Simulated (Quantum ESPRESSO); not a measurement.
# KTaO3 (Pm-3m): zone-centre phonons

Aim: the zone-centre modes of KTaO3 (Pm-3m).

Main program and level: Quantum ESPRESSO 7.5; DFT LDA, scalar-relativistic, plane waves, PseudoDojo norm-conserving pseudopotentials.

Most raw output is cut from this account.

### Step 1. The structure

The structure is cubic, space group Pm-3m (No. 221). Conventional cell: a = 3.988 Å, b = 3.988 Å, c = 3.988 Å, α = 90.00°, β = 90.00°, γ = 90.00°. Nearest to K lie 12 O at 2.82 Å. Ta has 6 O at 1.99 Å nearest. Nearest to O lie 2 Ta at 1.99 Å and 4 K at 2.82 Å. Farther neighbours and most contacts between anions are not listed.

### Step 2. A probe with smearing

A cheap run with smearing and empty bands tells whether the crystal has a gap, which decides between fixed occupations and smearing later on.

File probe.in:

```
&control
   calculation = 'scf'
   prefix = 'x'
   outdir = './tmp'
   pseudo_dir = './pseudo'
   tprnfor = .true.
   tstress = .true.
   verbosity = 'high'
/
&system
   ibrav = 1
   celldm(1) = 7.5367947
   nat = 5
   ntyp = 3
   ecutwfc = 92.0
   occupations = 'smearing'
   smearing = 'gaussian'
   degauss = 0.01
/
&electrons
   conv_thr = 1.0d-07
   mixing_beta = 0.7
   electron_maxstep = 100
/
ATOMIC_SPECIES
 K      39.0983  K.upf
 Ta    180.9479  Ta.upf
 O      15.9990  O.upf
ATOMIC_POSITIONS crystal
 K      0.500000000   0.500000000   0.500000000
 Ta     0.000000000   0.000000000   0.000000000
 O      0.500000000   0.000000000   0.000000000
 O      0.000000000   0.500000000   0.000000000
 O      0.000000000   0.000000000   0.500000000
K_POINTS automatic
 4 4 4 0 0 0
```

Started as:

```
OMP_NUM_THREADS=1 mpirun -n 8 pw.x -nk 8 -in probe.in > probe.out
```

It took 5.3 s on 8 MPI ranks of Arm Neoverse V2, shared host; 41 s of CPU time.

This step gave:

```
volume per atom   : 12.69 Å³
pressure          : -7.598 GPa
gap on the k-mesh : 2.070 eV
```

A gap of 2.1 eV opens on this mesh, so the crystal is taken as an insulator; the start stands at -7.6 GPa.

### Step 3. Relaxation

The relaxation runs at a cutoff a fifth above that of the response, since stress converges more slowly with the basis than frequencies do. Forces and stress are brought to rest with tight thresholds.

File relax.in:

```
&control
   calculation = 'vc-relax'
   prefix = 'x'
   outdir = './tmp'
   pseudo_dir = './pseudo'
   tprnfor = .true.
   tstress = .true.
   forc_conv_thr = 2.0d-05
   etot_conv_thr = 1.0d-07
   nstep = 40
/
&system
   ibrav = 1
   celldm(1) = 7.5367947
   nat = 5
   ntyp = 3
   ecutwfc = 110
   occupations = 'fixed'
   nbnd = 22
/
&electrons
   conv_thr = 1.0d-11
   mixing_beta = 0.7
   electron_maxstep = 100
/
&ions
/
&cell
   press_conv_thr = 0.2
/
ATOMIC_SPECIES
 K      39.0983  K.upf
 Ta    180.9479  Ta.upf
 O      15.9990  O.upf
ATOMIC_POSITIONS crystal
 K      0.500000000   0.500000000   0.500000000
 Ta     0.000000000   0.000000000   0.000000000
 O      0.500000000   0.000000000   0.000000000
 O      0.000000000   0.500000000   0.000000000
 O      0.000000000   0.000000000   0.500000000
K_POINTS automatic
 6 6 6 0 0 0
```

Started as:

```
OMP_NUM_THREADS=1 mpirun -n 8 pw.x -nk 8 -in relax.in > relax.out
```

It took 59 s on 8 MPI ranks.

The steps of the relaxation:

| step | energy less that of the first step (eV) | largest force (eV/Å) | pressure (GPa) | volume (Å³) |
| --- | --- | --- | --- | --- |
| 1 | 0.0000 | 0.0000 | -7.63 | 63.44 |
| 2 | -0.0576 | 0.0000 | 0.34 | 61.00 |
| 3 | -0.0577 | 0.0000 | -0.02 | 61.10 |
| 4 | -0.0577 | 0.0000 | 0.00 | 61.10 |
| 5 | -0.0577 | 0.0000 | 0.00 | 61.10 |

| conventional cell, symmetrised | before | after | change |
| --- | --- | --- | --- |
| a (Å) | 3.988 | 3.939 | -1.2 % |
| b (Å) | 3.988 | 3.939 | -1.2 % |
| c (Å) | 3.988 | 3.939 | -1.2 % |
| volume (Å³/atom) | 12.69 | 12.22 | -3.7 % |

Final coordinates:

```
CELL_PARAMETERS angstrom
3.93859 0.00000 0.00000
0.00000 3.93859 0.00000
0.00000 0.00000 3.93859
ATOMIC_POSITIONS crystal
K 0.50000 0.50000 0.50000
Ta 0.00000 0.00000 0.00000
O 0.50000 0.00000 0.00000
O 0.00000 0.50000 0.00000
O 0.00000 0.00000 0.50000
```

The last row of the table of steps is pw.x's closing run on a basis chosen anew for the final cell, so its energy can jump.

Read from the output:

| Quantity | Value |
| --- | --- |
| volume per atom | 12.22 Å³ |
| pressure | -0.001 GPa |
| gap on the k-mesh | 2.166 eV |

The volume changes by -3.7 % from the cell with which this run began.

### Step 4. Self-consistent run for the response

The response is built on this ground state, so it is converged far tighter than an energy would need. With a gap, occupations are fixed, which also allows the response to an electric field.

File scf.in:

```
&control
   calculation = 'scf'
   prefix = 'x'
   outdir = './tmp'
   pseudo_dir = './pseudo'
   tprnfor = .true.
   tstress = .true.
/
&system
   ibrav = 1
   celldm(1) = 7.44285043
   nat = 5
   ntyp = 3
   ecutwfc = 92.0
   occupations = 'fixed'
   nbnd = 22
/
&electrons
   conv_thr = 1.0d-12
   mixing_beta = 0.7
   electron_maxstep = 100
/
ATOMIC_SPECIES
 K      39.0983  K.upf
 Ta    180.9479  Ta.upf
 O      15.9990  O.upf
ATOMIC_POSITIONS crystal
 K      0.500000000   0.500000000   0.500000000
 Ta     0.000000000   0.000000000   0.000000000
 O      0.500000000   0.000000000   0.000000000
 O      0.000000000   0.500000000   0.000000000
 O      0.000000000   0.000000000   0.500000000
K_POINTS automatic
 8 8 8 0 0 0
```

Started as:

```
OMP_NUM_THREADS=1 mpirun -n 8 pw.x -nk 8 -in scf.in > scf.out
```

It took 16 s on 8 MPI ranks.

Read from the output:

```yaml
pressure: -0.004 GPa
gap_on_the_k_mesh: 2.167 eV
```

The cell stands at -0.004 GPa, close enough for phonons.

### Step 5. Linear response at Γ

At q = 0 one unit cell holds all displacements; symmetry groups them into irreducible representations that are solved one by one. The response to a field gives ε∞ and the Born charges, which polar modes need.

File ph.in:

```
phonons
&inputph
   prefix = 'x'
   outdir = './tmp'
   fildyn = 'g.dyn'
   tr2_ph = 1.0d-18
   epsil = .true.
/
0.000000000000 0.000000000000 0.000000000000
```

Started as:

```
OMP_NUM_THREADS=1 mpirun -n 8 ph.x -nk 8 -in ph.in > ph.out
```

It took 9.2 min on 8 MPI ranks.

Numbers from this step:

```
miss of the charge sum rule                                       : 0.002270 e
largest acoustic frequency at the zone centre before the sum rule : -1.15 cm⁻¹
highest optical zone-centre mode (no LO-TO term)                  : 555.7 cm⁻¹
lowest optical zone-centre mode                                   : 99.29 cm⁻¹
mean high-frequency dielectric constant                           : 5.381
largest Born charge in size (third of the trace)                  : 8.673 e
```

Born charge (rows field, columns displacement), before the sum rule (e), principal values of the symmetric part by kind of site:

| atom | atoms with these values | low | middle | high | mean |
| --- | --- | --- | --- | --- | --- |
| K1 | 1 | 1.15 | 1.15 | 1.15 | 1.15 |
| Ta2 | 1 | 8.67 | 8.67 | 8.67 | 8.67 |
| O3 | 3 | -6.45 | -1.69 | -1.69 | -3.28 |

In full for Ta2:

```
8.67 0.00 0.00
0.00 8.67 0.00
0.00 0.00 8.67
```

High-frequency dielectric tensor:

```
5.38 0.00 0.00
0.00 5.38 0.00
0.00 0.00 5.38
```

The acoustic modes at Γ come out as far as 1.1 cm⁻¹ from zero, where they should vanish, a small numerical error; the Born charges miss their sum rule by 0.0023 e, which is good.

### Step 6. Zone-centre analysis

A rigid shift of the crystal must cost nothing, but grids and finite bases break this; the acoustic sum rule is imposed before the matrix is diagonalised again. With Born charges the intensities follow, and the static dielectric tensor.

File dynmat.in:

```
&input
   fildyn = 'g.dyn'
   asr = 'simple'
   fileig = 'dynmat.eig'
   lperm = .true.
/
```

Started as:

```
dynmat.x -in dynmat.in > dynmat.out
```

Elapsed: 0.47 s, on 1 thread.

Numbers from this step:

```yaml
highest_optical_zone_centre_mode_no_lo_to_term: 555.6 cm⁻¹
lowest_optical_zone_centre_mode: 99.32 cm⁻¹
mean_static_dielectric_constant: 173.0
```

Unit eigenvectors of the mass-weighted matrix after the sum rule; no LO-TO term. Modes at Γ, with each element's share of the kinetic energy:

| mode | frequency (cm⁻¹) | symmetry | K % | Ta % | O % |
| --- | --- | --- | --- | --- | --- |
| 1 | 0.0 | acoustic | 15 | 68 | 18 |
| 2 | 0.0 | acoustic | 15 | 68 | 18 |
| 3 | 0.0 | acoustic | 15 | 68 | 18 |
| 4 | 99.3 | T1u | 4 | 27 | 69 |
| 5 | 99.3 | T1u | 4 | 27 | 69 |
| 6 | 99.3 | T1u | 4 | 27 | 69 |
| 7 | 184.6 | T1u | 81 | 5 | 13 |
| 8 | 184.6 | T1u | 81 | 5 | 13 |
| 9 | 184.6 | T1u | 81 | 5 | 13 |
| 10 | 251.1 | T2u | 0 | 0 | 100 |
| 11 | 251.1 | T2u | 0 | 0 | 100 |
| 12 | 251.1 | T2u | 0 | 0 | 100 |
| 13 | 555.6 | T1u | 0 | 0 | 100 |
| 14 | 555.6 | T1u | 0 | 0 | 100 |
| 15 | 555.6 | T1u | 0 | 0 | 100 |

Displacements in mode 5 (99.3 cm⁻¹), the largest set to 1:
```
K1   0.00 -0.01 -0.26
Ta2 -0.01  0.01  0.30
O3   0.02 -0.03 -1.00
O4   0.02 -0.03 -1.00
O5   0.02 -0.03 -0.81
```

Displacements in mode 14 (555.6 cm⁻¹), the largest set to 1:
```
K1   0.00  0.00 -0.01
Ta2  0.00  0.00 -0.01
O3   0.00  0.00 -0.42
O4   0.00  0.00 -0.42
O5   0.00  0.00  1.00
```

Degenerate modes summed, no LO-TO term. Infrared lines, with heights relative to the strongest:

| position (cm⁻¹) | lines merged | label | IR intensity, relative |
| --- | --- | --- | --- |
| 99 | 3 | T1u | 100 |
| 185 | 3 | T1u | 13 |
| 251 | 3 | T2u | 0.0 |
| 556 | 3 | T1u | 62 |

Static dielectric tensor (ions relaxed, fixed cell):

```
173.0   0.0   0.0
  0.0 173.0   0.0
  0.0   0.0 173.0
```

The rule moves no optical mode by more than 0.1 cm⁻¹.

### Step 7. Modes along a direction of q (1 0 0)

A longitudinal polar mode sets up a macroscopic field that stiffens it; the term hangs on the direction from which q goes to zero.

File dynmat.in:

```
&input
   fildyn = 'g.dyn'
   asr = 'simple'
   fileig = 'dynmat.eig'
   q(1) = 1.0
   q(2) = 0.0
   q(3) = 0.0
/
```

Started as:

```
dynmat.x -in dynmat.in > dynmat.out
```

Elapsed: 0.47 s, on 1 thread.

Read from the output:

```yaml
highest_mode_moved_by_the_lo_to_term: 819.0 cm⁻¹
```

Zone-centre frequencies as printed; negative means imaginary. Modes:

| mode | frequency (cm⁻¹) |
| --- | --- |
| 1 | 0 |
| 2 | 0 |
| 3 | 0 |
| 4 | 99.32 |
| 5 | 99.32 |
| 6 | 175.9 |
| 7 | 184.6 |
| 8 | 184.6 |
| 9 | 251.1 |
| 10 | 251.1 |
| 11 | 251.1 |
| 12 | 400.9 |
| 13 | 555.6 |
| 14 | 555.6 |
| 15 | 819 |

The field moves 3 modes; the highest of them now lies at 819 cm⁻¹, where the highest that moved away lay at 556.

### Step 8. Summary of results

```json
{
  "space group after relaxation": "Pm-3m",
  "volume per atom": "12.2 Å³",
  "gap on the k-mesh": "2.17 eV",
  "highest optical zone-centre mode (no LO-TO term)": "555.6 cm⁻¹",
  "lowest optical zone-centre mode": "99.3 cm⁻¹",
  "highest mode moved by the LO-TO term": "819.0 cm⁻¹",
  "mean high-frequency dielectric constant": "5.38",
  "largest Born charge in size (third of the trace)": "8.67 e",
  "mean static dielectric constant": "173.0",
  "imaginary optical modes at the zone centre (no q mesh in this session)": "none"
}
```

**Reading.** At the LDA level the optical modes of KTaO3 (Pm-3m) at the zone centre (no LO-TO term) run from 99 to 556 cm⁻¹. Along the directions run, the highest mode that the macroscopic field moves lies at 819 cm⁻¹. Lattice motion raises the mean dielectric constant from 5.381 to 173.0. Of the 12 optical modes, 9 are infrared active alone and 3 are silent. These are harmonic frequencies at zero temperature: anharmonic shifts and linewidths and thermal expansion are left out. Spin-orbit coupling is left out, which can matter for the heavy elements here.

[Host names and launcher messages were left out of these logs when they were recorded.]

[Logs are printed without paths, hosts, clocks, repeated set-up lines and the standing remarks that a program may print on its own settings, such as how far it seeks lower states.]

[Hosts, paths, dates, database ids (printed as entryN), source tags and the programs' standing remarks are cut or masked in the printed files.]
